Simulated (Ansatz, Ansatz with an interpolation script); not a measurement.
# Al2O3 (Corundum): quasiparticle bands by Wannier interpolation, part 2 of 2

Wanted: quasiparticle gap and band widths of Al2O3 (Corundum) over the whole zone.

Ansatz 0.2.0; LDA, Wannier functions and G0W0, plane waves, PAW. Known limits of the many-body steps: not at the basis limit.

So far. Step 2 (LDA bands): The gap is direct, at Γ. Step 3 (Wannier functions (Al:3s Al:3p O:2p) on 8×8×8): Near the gap the model misses directly solved bands by 0.6 meV r.m.s. and by 7 meV at most in the window tested. This tests the starting bands, not the corrections carried with them.

### 4. G0W0 at every point of the mesh: 4×4×4 mesh, 390 empty bands, screening to 160 eV, PAW set soft_1 files

Now the one-shot GW correction: screening in the RPA, then the self-energy of the levels asked for.

This step: G0W0 on LDA, plane waves, PAW; PAW set soft_1.

input.yaml reads:

```yaml
crystal:
  lattice:
    - [2.38025, 1.37423798, 4.33186667]
    - [-2.38025, 1.37423798, 4.33186667]
    - [0.0, -2.74847596, 4.33186667]
  atoms:
    - { symbol: Al, position: [0.35216, 0.35216, 0.35216] }
    - { symbol: Al, position: [0.14784, 0.14784, 0.14784] }
    - { symbol: Al, position: [0.64784, 0.64784, 0.64784] }
    - { symbol: Al, position: [0.85216, 0.85216, 0.85216] }
    - { symbol: O, position: [0.55668, 0.94332, 0.25] }
    - { symbol: O, position: [0.25, 0.55668, 0.94332] }
    - { symbol: O, position: [0.94332, 0.25, 0.55668] }
    - { symbol: O, position: [0.44332, 0.05668, 0.75] }
    - { symbol: O, position: [0.75, 0.44332, 0.05668] }
    - { symbol: O, position: [0.05668, 0.75, 0.44332] }
kpoints:
  mp_grid: { grid: [4, 4, 4] }
hamiltonian:
  xc: lda
  pseudopotentials: { kind: paw, azcp: { folder: soft_1 }, xc_functional: pbe }
scf:
  occupations: { method: fixed }
gw:
  n_empty_bands: 390
  ecut_chi: 160.0
  qp_bands: [v18, c2]
  screening: { model: contour_deformation }
```

On the command line:

```console
ansatz run input.yaml --threads 3 --pin off --max-ram 92160MiB --backend cuda --events-out ev --progress --plain --runs-dir out --devices 1 --max-vram 13GiB
```

It took 52 s on 1 × NVIDIA H100 80GB HBM3 (shared by 6 runs) with 3 threads of AMD EPYC 7R13 (Zen 3), shared host; peak memory 1.4 GiB.

Numbers from this step:

* bands summed: 414
* RPA ε∞ on this mesh (eigenvalues): 3.124, 3.158, 3.158
* plane waves in the screening matrix: 399
* q-points in the mesh: 64
* G0W0 gap on the mesh: 8.913 eV
* k of the valence top: 0, 0, 0
* k of the conduction bottom: 0, 0, 0
* starting gap on the mesh: 6.161 eV
* Z at the valence top: 0.8052
* Z at the conduction bottom: 0.8473
* least direct G0W0 gap on the computed points: 8.913 eV

The gap on the mesh goes from 6.16 eV to 8.91 eV, a correction of +2.75 eV. Between the two edge states, bare exchange in place of the xc potential would open the gap by 10.87 eV, and correlation takes back 8.12 eV.

### 5. Interpolating the corrections

A script adds the corrections, carried to the Wannier functions and back, to the LDA levels, along the path and on a 13×13×13 mesh.

- G0W0 gap over the zone: 8.913 eV
- valence top at: Γ
- conduction bottom at: Γ
- starting gap over the zone: 6.161 eV
- least direct G0W0 gap: 8.913 eV
- G0W0 gap on the mesh: 8.913 eV
- valence width, start: 6.975 eV
- valence width, G0W0: 7.477 eV
- gap by a rigid shift: 8.912 eV

Levels solved directly plus the interpolated quasiparticle correction. Limits: finite bands, cutoff and mesh. The quasiparticle bands at the labelled points (eV, zero at the valence-band top of each set):

```
     point  band 21  band 22  band 23  band 24  band 25
         Γ    -0.63    -0.06    -0.06     0.00     8.91
   halfway    -0.63    -0.63    -0.15    -0.15     9.95
         T    -0.46    -0.46    -0.46    -0.46    11.48
   halfway    -1.02    -1.02    -0.65    -0.65    12.27
        H2    -1.00    -1.00    -0.64    -0.64    12.57
jump to H0    -1.00    -1.00    -0.64    -0.64    12.57
   halfway    -1.00    -0.99    -0.41    -0.41    12.25
         L    -1.10    -1.10    -0.36    -0.36    12.32
   halfway    -0.92    -0.55    -0.20    -0.15    10.27
         Γ    -0.63    -0.06    -0.06     0.00     8.91
   halfway    -0.99    -0.65    -0.23    -0.13    10.72
        S0    -1.06    -0.99    -0.70    -0.38    12.39
jump to S2    -1.06    -0.99    -0.70    -0.38    12.39
   halfway    -1.11    -1.02    -0.88    -0.36    12.47
         F    -1.24    -1.07    -0.86    -0.35    12.43
   halfway    -1.10    -0.74    -0.32    -0.22    10.55
         Γ    -0.63    -0.06    -0.06     0.00     8.91
```

The same for LDA:

```
point  band 21  band 22  band 23  band 24  band 25
    Γ    -0.50    -0.04    -0.04     0.00     6.16
    T    -0.38    -0.38    -0.38    -0.38     8.55
   H2    -0.86    -0.86    -0.51    -0.51     9.54
   H0    -0.86    -0.86    -0.51    -0.51     9.54
    L    -0.92    -0.92    -0.27    -0.27     9.31
    Γ    -0.50    -0.04    -0.04     0.00     6.16
   S0    -0.90    -0.85    -0.57    -0.28     9.36
   S2    -0.90    -0.85    -0.57    -0.28     9.36
    F    -1.04    -0.93    -0.75    -0.26     9.39
    Γ    -0.50    -0.04    -0.04     0.00     6.16
```

Minima of the lowest conduction band, from levels solved directly at the displaced points, plus the interpolated correction; masses are left empty at degenerate points, on flat bands and where the interpolated correction rules the curvature; G0W0 masses are rough. Conduction valleys, by row:

```
point  k (reciprocal lattice)  valleys in the zone  G0W0 level above the valence top (eV)  LDA level above the valence top (eV)  G0W0 principal masses (m_e)  LDA principal masses (m_e)
    Γ       0.000 0.000 0.000                    1                                  8.913                                 6.161            0.348 0.348 0.386           0.383 0.383 0.410
```

Second differences of levels solved directly at the displaced points, plus the interpolated correction, at the quasiparticle band edges; no spin-orbit coupling; left empty where the band is flat or the interpolated correction rules the curvature. Effective masses, by row:

```
 carrier  point  Cartesian direction  band  LDA mass (m_e)  G0W0 mass (m_e)
    hole      Γ                  001    24           0.487            0.418
    hole      Γ                  111    24           1.474            1.172
electron      Γ                  100    25           0.382            0.348
electron      Γ                  010    25           0.382            0.348
electron      Γ                  001    25           0.408            0.384
electron      Γ                  110    25           0.382            0.348
electron      Γ                  111    25            0.39            0.359
```

Corrections by starting level (eV, on the run's own energy scale, so only their differences matter):

```
start  correction
-6.97       −1.73
-5.96       −1.69
-5.35       −1.71
-4.61       −1.67
-4.13       −1.62
-3.54       −1.62
-2.61       −1.52
-2.29       −1.56
-2.03       −1.47
-1.55       −1.43
-1.25       −1.43
-0.92       −1.41
-0.52       −1.32
-0.31       −1.31
-0.04       −1.25
 7.39       +1.65
 8.55       +1.69
 9.68       +1.80
```

### 6. Summary of results

| Property | Result |
| --- | --- |
| LDA gap | 6.16 eV |
| G0W0 gap over the zone | 8.91 eV, direct |
| least direct G0W0 gap, in the model | 8.91 eV |
| GW settings | 4×4×4 mesh, 390 empty bands, screening to 160 eV, PAW set soft_1 files |
| known limits | not at the basis limit |

The Wannier model follows the LDA bands to under 1 meV r.m.s. near the gap. The G0W0 gap over the zone is 8.91 eV, direct, from Γ to Γ; on the mesh alone it is 8.91 eV, nearly the same. The valence width in the model goes from 6.98 eV to 7.48 eV. At the band edge the lightest electron mass is 0.38 m_e at the start and 0.35 m_e in G0W0; the G0W0 masses rest on corrections from the 4×4×4 mesh alone and are rough. Against experiment, by G0W0@LDA: the gap of 8.91 eV lies +0.21 eV from the measured 8.7 eV (optical, quoted 2018). An exciton line or allowed optical edge lies below the quasiparticle gap by the binding energy; a forbidden edge can push the onset above it. The calculation has static nuclei and no excitons; a measured gap holds zero-point and thermal motion, which mostly lowers it. Bands and cutoff are finite, so the gap is not at the basis limit. The miss can reach some tenths of an eV and take either sign; the mesh is an error of its own. Above the frozen window of the model the interpolated levels need not meet the computed ones, even at points of the mesh.

[Paths, hosts, dates, memory and timing lines, banners, echoed tables and standing remarks are left out of the program output.]

[Logs are printed without paths, hosts, clocks, repeated set-up lines and the standing remarks that a program may print on its own settings, such as how far it seeks lower states.]

[Runs of the session that timed out or met a known fault of the program may be left out.]

[Hosts, paths, dates, database ids (printed as entryN), source tags and the programs' standing remarks are cut or masked in the printed files.]
